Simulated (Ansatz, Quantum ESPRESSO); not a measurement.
# Al (fcc): bulk modulus from a few volumes

How stiff is fcc Al under hydrostatic load? Each row scales the relaxed cell evenly and relaxes the atoms. The phase is followed to these pressures whether or not it stays the stable one.

Calculated with Quantum ESPRESSO 7.5, PBEsol, GBRV 1.5 ultrasoft potentials, cutoff 680 eV, Fermi–Dirac smearing 0.05 eV, k-mesh 19×19×19, no spin polarisation, no spin-orbit coupling.

Reference cell, relaxed at zero pressure with PBEsol (Fm-3m): a = 2.8381 Å, b = 2.8381 Å, c = 2.8381 Å, α = 60.00°, β = 60.00°, γ = 60.00°.

```
atom       x       y       z
  Al  0.0000  0.0000  0.0000
```

```csv
V (Å³/atom),V/V0,P (GPa),E − E0 (meV/atom)
15.1951,0.9400,5.772,16.5
15.8417,0.9800,1.706,1.7
16.4883,1.0200,−1.556,1.6
16.8116,1.0400,−2.933,6.2
17.1349,1.0600,−4.163,13.3
```

V0 = 16.1650 Å³ an atom, where the residual pressure P0 is −0.015 GPa. **Question.** Fit the Birch–Murnaghan law and give the pressure and the energy at V = 15.5184 Å³ an atom, a row left out above.

With the Eulerian strain f = ½[(V0/V)^(2/3) − 1] and F = (P − P0)/[3f(1 + 2f)^(5/2)], the third-order law is the line F = B0 + (3/2) B0 (B′ − 4) f.

| f | F (GPa) |
| --- | --- |
| 0.02106 | 82.63 |
| 0.00678 | 81.81 |
| −0.00656 | 80.96 |
| −0.01290 | 80.47 |
| −0.01905 | 79.98 |

A straight line through the 5 rows: the means are −0.002134 for f and 81.17 for F, Σ(Δx)² = 0.001039 and ΣΔxΔy = 0.06816, so the slope is 0.06816/0.001039 = 65.601 and the intercept 81.17 − (65.601)(−0.002134) = 81.31.

Hence B0 = 81.3 GPa and B′ = 4 + (65.6)/(1.5 × 81.3) = 4.54. For the withheld volume f = 0.01379, F = 82.21 GPa and P = 3.63 GPa. The run itself gives 3.63 GPa, so the estimate misses by 0.00 GPa, a rounding's worth.

Integrating the same law gives E − E0 = (9/2) B0 V0 f²[1 + (B′ − 4) f] + P0(V0 − V), with 1 GPa Å³ = 6.2415 meV: 7.0 meV an atom. The run itself gives 7.0 meV, so the estimate misses by 0.0 meV, a rounding's worth.

The same fit over all rows at other levels or in other programs gives B0 = 82 GPa with PBEsol (Quantum ESPRESSO, PseudoDojo), 82 GPa with PBEsol (Ansatz) and 92 GPa with r2SCAN (Ansatz).

The calculation is for a static lattice, while measurements hold thermal and zero-point motion.

[Logs are printed without paths, hosts, clocks, repeated set-up lines and the standing remarks that a program may print on its own settings, such as how far it seeks lower states.]
